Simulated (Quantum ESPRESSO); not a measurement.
## SiC (Moissanite 3C): a worked LO-TO splitting

Aim: work out the LO frequency and the static dielectric constant of SiC (Moissanite 3C) from one linear-response run, then check them.

Method: DFT LDA, scalar-relativistic, plane waves, PseudoDojo norm-conserving pseudopotentials, in Quantum ESPRESSO 7.5.

## (1) The relaxed structure

It takes space group F-43m (No. 216, cubic). The conventional cell has a = 4.324 Å, b = 4.324 Å, c = 4.324 Å, α = 90.00°, β = 90.00°, γ = 90.00°. Nearest to Si lie 4 C at 1.87 Å. Nearest to C lie 4 Si at 1.87 Å. Farther neighbours are not listed.

Coordinates:

```xyz
2
Lattice="0.0000 2.1619 2.1619 2.1619 0.0000 2.1619 2.1619 2.1619 0.0000" Properties=species:S:1:pos:R:3 pbc="T T T"
Si    0.0000    0.0000    0.0000
C     1.0809    1.0809    1.0809
```

This is the cell after its relaxation at this level of theory, not the database cell from which that began.

## (2) What the response run gave

A linear-response run on the relaxed cell, with the response to an electric field; only its zone-centre results are used. Cutoff 74 Ry, k mesh 10×10×10.

The log of the run:

```text
[banners, grids, parts of the stress and lines that vanish by symmetry left out]
Program PHONON v.7.5
     Reading xml data from directory:

[...]
Exchange-correlation= PW
                           (   1   4   0   0   0   0   0)
[...]
kinetic-energy cut-off    =      74.0000  Ry
     charge density cut-off    =     296.0000  Ry
     convergence threshold     =      1.0E-18
[...]
Exchange-correlation= PW
                           (   1   4   0   0   0   0   0)
[...]
q = (   0.0000000   0.0000000   0.0000000 )
     25 Sym.Ops. (with q -> -q+G )
     G cutoff =  250.2823  (  11791 G-vectors)     FFT grid: ( 32, 32, 32)
     number of k points=    47
[...]
Mode symmetry, T_d (-43m)  point group:
[...]
Dielectric constant
[...]
End of electric fields calculation
          Dielectric constant in cartesian axis
          (       6.905350180       0.000000000       0.000000000 )
          (      -0.000000000       6.905350180      -0.000000000 )
          (       0.000000000      -0.000000000       6.905350180 )
          Effective charges (d Force / dE) in cartesian axis without acoustic sum rule applied (asr)
           atom    1  Si    Mean Z*:        2.72103
      Ex  (        2.72103        0.00000        0.00000 )
      Ey  (       -0.00000        2.72103        0.00000 )
      Ez  (       -0.00000        0.00000        2.72103 )
           atom    2  C     Mean Z*:       -2.72836
      Ex  (       -2.72836        0.00000        0.00000 )
      Ey  (        0.00000       -2.72836        0.00000 )
      Ez  (        0.00000        0.00000       -2.72836 )
          Effective charges Sum: Mean:       -0.00733
[...]
Effective charges (d Force / dE) in cartesian axis with asr applied:
           atom    1  Si    Mean Z*:        2.72469
[...]
atom    2  C     Mean Z*:       -2.72469
[...]
Representation #   1 modes #   1   2   3
[...]
End of self-consistent calculation
     Convergence has been achieved
     Representation #   2 modes #   4   5   6
[...]
End of self-consistent calculation
     Convergence has been achieved
[...]
Dielectric constant in cartesian axis
          (       6.905350180       0.000000000       0.000000000 )
          (      -0.000000000       6.905350180      -0.000000000 )
          (       0.000000000      -0.000000000       6.905350180 )
          Effective charges (d Force / dE) in cartesian axis without acoustic sum rule applied (asr)
           atom    1  Si    Mean Z*:        2.72103
      Ex  (        2.72103        0.00000        0.00000 )
      Ey  (       -0.00000        2.72103        0.00000 )
      Ez  (       -0.00000        0.00000        2.72103 )
           atom    2  C     Mean Z*:       -2.72836
      Ex  (       -2.72836        0.00000        0.00000 )
      Ey  (        0.00000       -2.72836        0.00000 )
      Ez  (        0.00000        0.00000       -2.72836 )
          Effective charges Sum: Mean:       -0.00733
[...]
Effective charges (d Force / dE) in cartesian axis with asr applied:
           atom    1  Si    Mean Z*:        2.72469
[...]
atom    2  C     Mean Z*:       -2.72469
[...]
q = (    0.000000000   0.000000000   0.000000000 )
[...]
freq (    1) =      -0.057434 [THz] =      -1.915804 [cm-1]
     freq (    2) =      -0.057434 [THz] =      -1.915804 [cm-1]
     freq (    3) =      -0.057434 [THz] =      -1.915804 [cm-1]
     freq (    4) =      23.958910 [THz] =     799.183221 [cm-1]
     freq (    5) =      23.958910 [THz] =     799.183221 [cm-1]
     freq (    6) =      23.958910 [THz] =     799.183221 [cm-1]
[...]
Mode symmetry, T_d (-43m)  point group:
     freq (   1-   3) =         -1.9  [cm-1]   --> T_2  G_15 P_4   I+R
     freq (   4-   6) =        799.2  [cm-1]   --> T_2  G_15 P_4   I+R

   JOB DONE.
```

```csv
quantity,value
cell volume Ω (Å³),20.209
mass of Si (u),28.085
mass of C (u),12.011
"Born charge of Si, raw (e)",2.721
"Born charge of C, raw (e)",-2.728
ε∞,6.905
ω(TO) after the sum rule (cm⁻¹),799.2
```

## (3) The calculation

The charges must sum to zero over the cell; taking off their mean, -0.004 e, leaves Z* = 2.725 e on Si. In the polar mode Si moves against C, so the reduced mass is μ = 28.09 × 12.01 / 40.10 = 8.413 u.

A longitudinal wave builds up a field that adds to the restoring force: ω(LO)² = ω(TO)² + 4π Z*² / (μ Ω ε∞), in Hartree atomic units. With μ = 15336 electron masses and Ω = 136.37 bohr³ the second term is 6.4597e-06 Ha², or 311159 cm⁻² (1 Ha = 219474.6 cm⁻¹).

So ω(LO) = √(638705 + 311159) = 974.6 cm⁻¹, and by the Lyddane-Sachs-Teller relation ε₀ = ε∞ (ω(LO)/ω(TO))² = 10.27.

## (4) Check against the program

The analysis program adds the same non-analytic term to the full matrix, here for q along (1 0 0).

The log of the run:

```text
[banner, memory and clock lines left out]
Program DYNMAT v.7.5

     Reading Dynamical Matrix from file g.dyn
     ...Force constants read
     ...epsilon and Z* read

     Polarizability (A^3 units)
     multiply by 0.336876 for Clausius-Mossotti correction
         9.496675   -0.000000    0.000000
         0.000000    9.496675   -0.000000
         0.000000   -0.000000    9.496675

     IR activities are in (D/A)^2/amu units

# mode   [cm-1]    [THz]      IR
    1     -0.00   -0.0000    0.0000
    2     -0.00   -0.0000    0.0000
    3      0.00    0.0000    0.0000
    4    799.19   23.9591   20.3588
    5    799.19   23.9591   20.3588
    6    974.61   29.2181   20.3588
```

ε₀ comes from the program's run without a direction of q.

```csv
quantity,by hand,program
ω(LO) (cm⁻¹),974.6,974.6
ε₀,10.27,10.27
```

## (5) Results

| Quantity | Value |
| --- | --- |
| TO mode | 799.2 cm⁻¹ |
| LO mode | 974.6 cm⁻¹ |
| static dielectric constant | 10.27 |

The LO mode of SiC (Moissanite 3C) lies at 975 cm⁻¹, 175 cm⁻¹ above the TO mode; the formula meets the program within 0.1 cm⁻¹, as it must for a cubic crystal with one polar mode. ω(LO)² − ω(TO)² goes with Z*²/ε∞: an error of 5 % in ε∞ would move the LO mode by 7.6 cm⁻¹, and semilocal functionals tend to overestimate ε∞. These are harmonic values at zero temperature, at the volume of this functional, for the structure held cubic; stability elsewhere in the zone is no part of this calculation.

[Host names and launcher messages were left out of these logs when they were recorded.]

[Logs are printed without paths, hosts, clocks, repeated set-up lines and the standing remarks that a program may print on its own settings, such as how far it seeks lower states.]

[Hosts, paths, dates, database ids (printed as entryN), source tags and the programs' standing remarks are cut or masked in the printed files.]
